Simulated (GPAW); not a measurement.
# The basis that the transmission of naphthalene-1,5-dithiol between two Al chains needs, part 2 of 2

Wanted: the zero-bias transmission of naphthalene-1,5-dithiol between two Al chains on a ladder of levels, with run times.

GPAW 26.7.0; GPAW LCAO, PAW setups; Landauer transmission from Green's functions with principal layers (ASE), zero bias.

So far, transmission at the Fermi level (one spin): step 2 (GPAW, dzp, PBE, GPAW) 0.0893; step 3 (basis szp(dzp), PBE, GPAW) 0.207; step 4 (basis sz(dzp), PBE, GPAW) 0.383; step 5 (revPBE) 0.0839.

## (7) Comparison

The curves are compared point by point over the common energies.

This step: comparison of transmission and cost over codes and levels (GPAW 26.7.0).

Ladder, by row:

```csv
step,code,T at the Fermi level (sum over the listed spins),conductance (G0),r.m.s. T(E) from the first,wall time (s),peak memory (GiB),threads
dzp,GPAW,0.08929,0.08891,0,174.6,1.75,1
szp,GPAW,0.2075,0.2177,0.3525,121.8,1.72,1
sz,GPAW,0.383,0.3985,0.3593,87.8,1.59,1
dzp-revPBE,GPAW,0.08394,0.08333,0.03291,126.1,1.76,1
```

Table of transmission, zone mean, sum over the listed spins by energy, zero at the Fermi level:

```csv
energy (eV),dzp,szp,sz,dzp-revPBE
-2.00,0.122,0.573,0.634,0.115
-1.85,0.149,0.528,0.0829,0.139
-1.70,0.397,0.0498,2.9e-9,0.358
-1.60,0.934,0.0143,3.5e-11,0.972
-1.50,0.116,0.00401,4.4e-12,0.123
-1.35,0.00529,2.0e-10,6.6e-13,0.00510
-1.20,5.9e-11,4.1e-12,2.1e-13,5.3e-11
-1.05,3.5e-12,7.6e-13,1.1e-13,3.2e-12
-0.90,7.7e-13,3.0e-13,8.0e-14,6.7e-13
-0.70,2.6e-13,1.9e-13,9.6e-14,2.2e-13
-0.55,2.4e-13,2.5e-13,2.3e-13,2.1e-13
-0.40,1.3e-6,5.6e-11,0.00297,1.7e-6
-0.25,0.0302,0.0344,0.0346,0.0310
-0.10,0.0696,0.114,0.169,0.0686
0.00,0.0893,0.207,0.383,0.0839
0.10,0.107,0.394,0.746,0.0949
0.25,0.173,0.867,0.889,0.141
0.40,0.293,0.778,0.313,0.246
0.45,0.311,0.615,0.194,0.275
0.55,0.280,0.330,0.0875,0.283
0.70,0.184,0.154,0.113,0.213
0.90,0.0977,0.901,0.726,0.132
1.05,0.128,0.478,0.698,0.118
1.20,0.319,0.182,0.239,0.272
1.35,1.01,0.110,0.122,0.947
1.50,0.336,0.0876,0.0838,0.399
1.70,0.109,0.0757,0.0648,0.115
1.85,0.0793,0.0906,0.0794,0.0810
2.00,0.0704,0.0944,0.0715,0.0712
```

## (8) K-points along the lead 40: lead_nz = 40

The lead's own mesh along the current sets its density and potential; where the lead is aligned to the junction's end layer, a rigid shift drops out.

This step: GPAW LCAO, PAW setups; Landauer transmission from Green's functions with principal layers (ASE), zero bias (GPAW 26.7.0).

The input, run.py:

```python
import json
import numpy as np
from ase import Atoms
from ase.transport.calculators import TransportCalculator
from gpaw import GPAW, FermiDirac
from gpaw.lcao.tools import get_lcao_hamiltonian
from scipy.linalg import eigh

# The junction with lead layers at both ends, along the third cell vector
device = Atoms(
    ['Al', 'Al', 'Al', 'Al', 'Al', 'Al', 'S', 'H', 'H', 'C', 'C', 'C', 'C', 'H', 'C', 'C', 'H', 'C', 'C', 'C', 'C', 'H', 'H', 'S', 'Al', 'Al', 'Al', 'Al', 'Al', 'Al'],
    positions=[
        [6.84994, 4.73828, 1.20000],
        [6.84994, 4.73828, 3.60000],
        [6.84994, 4.73828, 6.00000],
        [6.84994, 4.73828, 8.40000],
        [6.84994, 4.73828, 10.80000],
        [6.84994, 4.73828, 13.20000],
        [6.31500, 3.32112, 14.79546],
        [8.73085, 3.25002, 16.17940],
        [3.86295, 3.27358, 16.18765],
        [5.99774, 3.28655, 16.56448],
        [4.64910, 3.27571, 16.93969],
        [8.40689, 3.26851, 17.21797],
        [7.02938, 3.28032, 17.54735],
        [10.44986, 3.25020, 17.90229],
        [9.40243, 3.26455, 18.19263],
        [4.29742, 3.26455, 18.28034],
        [3.25000, 3.25019, 18.57068],
        [6.67047, 3.28032, 18.92562],
        [5.29297, 3.26850, 19.25500],
        [9.05076, 3.27570, 19.53328],
        [7.70212, 3.28654, 19.90849],
        [9.83690, 3.27356, 20.28533],
        [4.96901, 3.25000, 20.29357],
        [7.38486, 3.32112, 21.67751],
        [6.84994, 4.73828, 23.27297],
        [6.84994, 4.73828, 25.67297],
        [6.84994, 4.73828, 28.07297],
        [6.84994, 4.73828, 30.47297],
        [6.84994, 4.73828, 32.87297],
        [6.84994, 4.73828, 35.27297]],
    cell=[[13.69987, 0.0, 0.0], [0.0, 9.47656, 0.0], [0.0, 0.0, 36.47297]],
    pbc=True)

# One principal layer of the lead: the first 4 atoms of the device
lead = Atoms(
    ['Al', 'Al', 'Al', 'Al'],
    positions=[
        [6.84994, 4.73828, 1.20000],
        [6.84994, 4.73828, 3.60000],
        [6.84994, 4.73828, 6.00000],
        [6.84994, 4.73828, 8.40000]],
    cell=[[13.69987, 0.0, 0.0], [0.0, 9.47656, 0.0], [0.0, 0.0, 9.6]],
    pbc=True)

settings = dict(mode='lcao', basis='dzp', xc='PBE', h=0.2,
                occupations=FermiDirac(0.1), maxiter=250,
                mixer=dict(beta=0.1, nmaxold=8, weight=100.0),
                convergence=dict(density=0.0001))
energies = np.arange(-2, 2 + 1e-9, 0.05)
eta = 0.0001
n1, n2 = 1, 1
# k and -k transmit alike, so half of the mesh across the current serves
mesh = [(i, j) for i in range(n1) for j in range(n2) if (i, j) <= (-i % n1, -j % n2)]
weights = np.array([1 if (i, j) == (-i % n1, -j % n2) else 2 for i, j in mesh]) / (n1 * n2)

# [... helper functions left out ...]
fermi_lead = ground_state(lead, (1, 1, 40), 'lead.txt')
fermi_device = ground_state(device, (1, 1, 2), 'device.txt')
# [... loop over the mesh left out, but for ...]
        # Shift the lead onto the potential of the device's first layer
        shift = ((H[:, 0, 0] - H0[:, 0, 0]) / S0[0, 0]).real.mean()
# [...]
kT = 8.617333e-5 * 300
bias = [0.1, 0.2, 0.5, 1.0, 1.5, 2.0]
# [... integrals and printing left out ...]
```

Run with:

```bash
$ OMP_NUM_THREADS=1 OPENBLAS_NUM_THREADS=1 python run.py
```

Output:

```text
basis functions: device 342, principal layer 52
Fermi level: lead -3.5238 eV, device -3.2115 eV; lead shifted by -0.0017 eV
largest coupling past the next layer 1.26e-15 eV, largest misfit of the first layer 0.036 eV
  E-E_F (eV)   T (one spin)  channels
    -2.000    1.2190e-01    1.0000
    -1.950    1.2381e-01    1.0000
    -1.900    1.3204e-01    1.0000
    -1.850    1.4946e-01    1.0000
    -1.800    1.8285e-01    1.0000
    -1.750    2.4923e-01    1.0000
    -1.700    3.9679e-01    1.0000
    -1.650    7.4634e-01    1.0000
    -1.600    9.3362e-01    1.0000
    -1.550    3.5847e-01    1.0000
    -1.500    1.1627e-01    1.0000
    -1.450    4.2936e-02    1.0000
    -1.400    1.6433e-02    1.0000
    -1.350    5.2875e-03    1.0000
    -1.300    1.0474e-04    1.0000
    -1.250    3.4064e-10    0.0000
[...]
1.650    1.3069e-01    3.0000
     1.700    1.0881e-01    3.0000
     1.750    9.4774e-02    3.0000
     1.800    8.5511e-02    3.0000
     1.850    7.9291e-02    3.0000
     1.900    7.5083e-02    3.0000
     1.950    7.2249e-02    3.0000
     2.000    7.0371e-02    3.0000
conductance at 300 K: 0.088915 G0 a cell; thermopower -15.27 uV/K
current from the zero-bias T(E) at 0.1 V: 0.68839 uA
current from the zero-bias T(E) at 0.2 V: 1.3751 uA
current from the zero-bias T(E) at 0.5 V: 3.5414 uA
current from the zero-bias T(E) at 1.0 V: 8.7222 uA
current from the zero-bias T(E) at 1.5 V: 13.18 uA
current from the zero-bias T(E) at 2.0 V: 15.463 uA
```

The job ended after 1.9 min (1 thread of INTEL XEON PLATINUM 8581C at 2.30GHz (Emerald Rapids), shared host; peak memory 1.8 GiB).

This step gave:

```
conductance                                    : 0.08891 G₀
thermopower                                    : -15.27 μV/K
largest coupling past the next principal layer : 1.26e-15 eV
largest misfit of the first principal layer    : 0.03557 eV
shift that aligns the lead                     : -0.001686 eV
transmission at the Fermi level (one spin)     : 0.08929
```

One spin. The transmission, zone mean by energy, zero at the Fermi level:

```
energy (eV)  transmission, zone mean
      -2.00                    0.122
      -1.90                    0.132
      -1.80                    0.183
      -1.70                    0.397
      -1.60                    0.934
      -1.55                    0.358
      -1.45                   0.0429
      -1.35                  0.00529
      -1.25                  3.4e-10
      -1.15                  1.8e-11
      -1.05                  3.5e-12
      -0.90                        0
      -0.80                        0
      -0.70                        0
      -0.60                        0
      -0.50                        0
      -0.40                   1.3e-6
      -0.25                   0.0302
      -0.15                   0.0561
      -0.05                   0.0807
       0.00                   0.0893
       0.05                   0.0971
       0.15                    0.121
       0.25                    0.173
       0.40                    0.293
       0.45                    0.311
       0.50                    0.305
       0.60                    0.247
       0.70                    0.184
       0.80                    0.137
       0.90                   0.0977
       1.05                    0.128
       1.15                    0.222
       1.25                    0.492
       1.35                     1.01
       1.45                    0.537
       1.55                    0.227
       1.70                    0.109
       1.80                   0.0855
       1.90                   0.0751
       2.00                   0.0704
```

Crossings of the lead's bands, unfolded to its shortest repeat. Table of open channels, zone mean by energy, zero at the Fermi level:

energy (eV), open channels, zone mean and a bar:
```
    -2.00       1.00 ##########
    -1.85       1.00 ##########
    -1.70       1.00 ##########
    -1.60       1.00 ##########
    -1.45       1.00 ##########
    -1.30       1.00 ##########
    -1.15       0.00 
    -1.05       0.00 
    -0.90       0.00 
    -0.75       0.00 
    -0.60       0.00 
    -0.50       0.00 
    -0.35       2.00 ####################
    -0.20       2.00 ####################
    -0.05       2.00 ####################
     0.00       2.00 ####################
     0.05       2.00 ####################
     0.20       2.00 ####################
     0.35       2.00 ####################
     0.50       2.00 ####################
     0.60       2.00 ####################
     0.75       2.00 ####################
     0.90       2.00 ####################
     1.05       3.00 ##############################
     1.15       3.00 ##############################
     1.30       3.00 ##############################
     1.45       3.00 ##############################
     1.60       3.00 ##############################
     1.70       3.00 ##############################
     1.85       3.00 ##############################
     2.00       3.00 ##############################
```

Not self-consistent under bias; the bias window is split evenly. Table of current through one cell, from the zero-bias transmission by bias:

```
bias (V)  current through one cell, from the zero-bias transmission (μA)
   0.100                                                           0.688
   0.200                                                            1.38
   0.500                                                            3.54
   1.000                                                            8.72
   1.500                                                            13.2
   2.000                                                            15.5
```

Transmission of the three most open eigenchannels against energy, zero at the Fermi level:

| energy (eV) | channel 1 | channel 2 | channel 3 |
| --- | --- | --- | --- |
| -2.00 | 0.122 | 0 | 0 |
| -1.85 | 0.149 | 0 | 0 |
| -1.70 | 0.397 | 0 | 0 |
| -1.60 | 0.934 | 0 | 0 |
| -1.45 | 0.0429 | 0 | 0 |
| -1.30 | 1.0e-4 | 0 | 0 |
| -1.15 | 1.8e-11 | 0 | 0 |
| -1.05 | 3.5e-12 | 0 | 0 |
| -0.90 | 0 | 0 | 0 |
| -0.75 | 0 | 0 | 0 |
| -0.60 | 0 | 0 | 0 |
| -0.50 | 0 | 0 | 0 |
| -0.35 | 0.0137 | 1.8e-4 | 0 |
| -0.20 | 0.0419 | 3.2e-4 | 0 |
| -0.05 | 0.0803 | 3.9e-4 | 0 |
| 0.00 | 0.0889 | 3.7e-4 | 0 |
| 0.05 | 0.0968 | 3.3e-4 | 0 |
| 0.20 | 0.142 | 2.0e-4 | 0 |
| 0.35 | 0.256 | 1.0e-4 | 1.8e-12 |
| 0.50 | 0.305 | 6.1e-5 | 4.5e-12 |
| 0.60 | 0.247 | 5.3e-5 | 7.8e-12 |
| 0.75 | 0.158 | 6.5e-5 | 2.2e-11 |
| 0.90 | 0.0975 | 1.4e-4 | 5.4e-10 |
| 1.05 | 0.122 | 0.00579 | 3.2e-5 |
| 1.15 | 0.212 | 0.00940 | 3.3e-5 |
| 1.30 | 0.760 | 0.0150 | 3.4e-5 |
| 1.45 | 0.517 | 0.0206 | 3.8e-5 |
| 1.60 | 0.140 | 0.0261 | 4.6e-5 |
| 1.70 | 0.0792 | 0.0296 | 5.6e-5 |
| 1.85 | 0.0447 | 0.0345 | 8.5e-5 |
| 2.00 | 0.0387 | 0.0315 | 1.7e-4 |

The conductance equals that of the dzp run to 0.2 %.

## (9) Another change of settings

A last run, with other settings again.

run.py: that of step 8 with these lines changed.

```diff
@@ -57,3 +57,3 @@
 settings = dict(mode='lcao', basis='dzp', xc='PBE', h=0.2,
-                occupations=FermiDirac(0.1), maxiter=250,
+                occupations=FermiDirac(0.1), maxiter=100,
                 mixer=dict(beta=0.1, nmaxold=8, weight=100.0),
@@ -68,3 +68,3 @@
 # [... helper functions left out ...]
-fermi_lead = ground_state(lead, (1, 1, 40), 'lead.txt')
+fermi_lead = ground_state(lead, (1, 1, 1), 'lead.txt')
 fermi_device = ground_state(device, (1, 1, 2), 'device.txt')
```

Output:

```text
basis functions: device 342, principal layer 52
Fermi level: lead -3.2095 eV, device -3.2115 eV; lead shifted by 0.2462 eV
largest coupling past the next layer 1.73e-15 eV, largest misfit of the first layer 0.076 eV
  E-E_F (eV)   T (one spin)  channels
    -2.000    1.2127e-01    1.0000
    -1.950    1.2192e-01    1.0000
    -1.900    1.2861e-01    1.0000
    -1.850    1.4403e-01    1.0000
    -1.800    1.7456e-01    1.0000
    -1.750    2.3666e-01    1.0000
    -1.700    3.7864e-01    1.0000
    -1.650    7.3328e-01    1.0000
    -1.600    9.2124e-01    1.0000
    -1.550    3.2860e-01    1.0000
    -1.500    1.0458e-01    1.0000
    -1.450    3.9239e-02    1.0000
    -1.400    1.5906e-02    1.0000
    -1.350    6.1311e-03    1.0000
    -1.300    1.5768e-03    1.0000
    -1.250    1.4041e-09    0.0000
[...]
1.650    1.2811e-01    3.0000
     1.700    1.0664e-01    3.0000
     1.750    9.3076e-02    3.0000
     1.800    8.4293e-02    3.0000
     1.850    7.8536e-02    3.0000
     1.900    7.4763e-02    3.0000
     1.950    7.2319e-02    3.0000
     2.000    7.0773e-02    3.0000
conductance at 300 K: 0.091066 G0 a cell; thermopower -20.7 uV/K
current from the zero-bias T(E) at 0.1 V: 0.70341 uA
current from the zero-bias T(E) at 0.2 V: 1.3971 uA
current from the zero-bias T(E) at 0.5 V: 3.5406 uA
current from the zero-bias T(E) at 1.0 V: 8.7438 uA
current from the zero-bias T(E) at 1.5 V: 13.197 uA
current from the zero-bias T(E) at 2.0 V: 15.44 uA
```

Elapsed: 91 s, on 1 thread; peak memory 1.8 GiB.

The run finished. A setting was moved off its sound value on purpose, so it serves as a test and not as the result.

The fault put into the input: one k-point along the lead (lead_nz = 1).

The two runs compared:

| quantity | this run | sound run | difference |
| --- | --- | --- | --- |
| conductance (G₀) | 0.091066 | 0.088915 | 0.00215 |
| thermopower (μV/K) | -20.704 | -15.267 | -5.44 |
| largest coupling past the next principal layer (eV) | 1.734e-15 | 1.196e-15 | 5.4e-16 |
| largest misfit of the first principal layer (eV) | 0.075881 | 0.035574 | 0.0403 |
| shift that aligns the lead (eV) | 0.24619 | -0.0016857 | 0.248 |
| transmission at the Fermi level (one spin) | 0.092406 | 0.089293 | 0.00311 |

The two runs differ clearly in the largest misfit of the first principal layer: 0.0759 eV against 0.0356 eV.

## (10) Results

```
conductance                                        : 0.0889 G₀
transmission at the Fermi level, mean of the spins : 0.0893
thermopower                                        : -15.3 μV/K
open channels of the lead there                    : 2
```

In words: In the dzp basis the junction conducts 0.0889 G₀ at 300 K, with T = 0.0893 a spin at the Fermi level; no smaller basis tried comes within 10 % of that conductance. The scatterer reflects about 96 % of the incoming channels at the Fermi level. At the Fermi level one eigenchannel carries the current (0.089). The negative thermopower says that the thermally weighted transmission is larger above the Fermi level, as for electron-like transport. Measured against the first run (dzp), the nearest curve is that of dzp-revPBE (r.m.s. 0.033) and the farthest that of sz (0.36). Over the compared runs wall time goes from 88 s (sz) to 175 s (dzp), on a shared host. The geometry was built from estimated bond lengths and not relaxed, so the numbers describe this model structure. Semilocal functionals put molecular levels too near the Fermi level, so such conductances usually come out too high, and chain electrodes have a sharper density of states than real ones. An evenly spaced straight chain is an idealisation: free chains tend to dimerise, zigzag or, where a band edge lies near the Fermi level, turn magnetic. The currents use the zero-bias T(E) throughout, which holds only while the bias is small against the distance to the nearest feature. The energy step is wider than the thermal energy, so the conductance and thermopower rest on interpolation of T(E).

[Logs are printed without paths, hosts, clocks, repeated set-up lines and the standing remarks that a program may print on its own settings, such as how far it seeks lower states.]

[Hosts, paths, dates, database ids (printed as entryN), source tags and the programs' standing remarks are cut or masked in the printed files.]
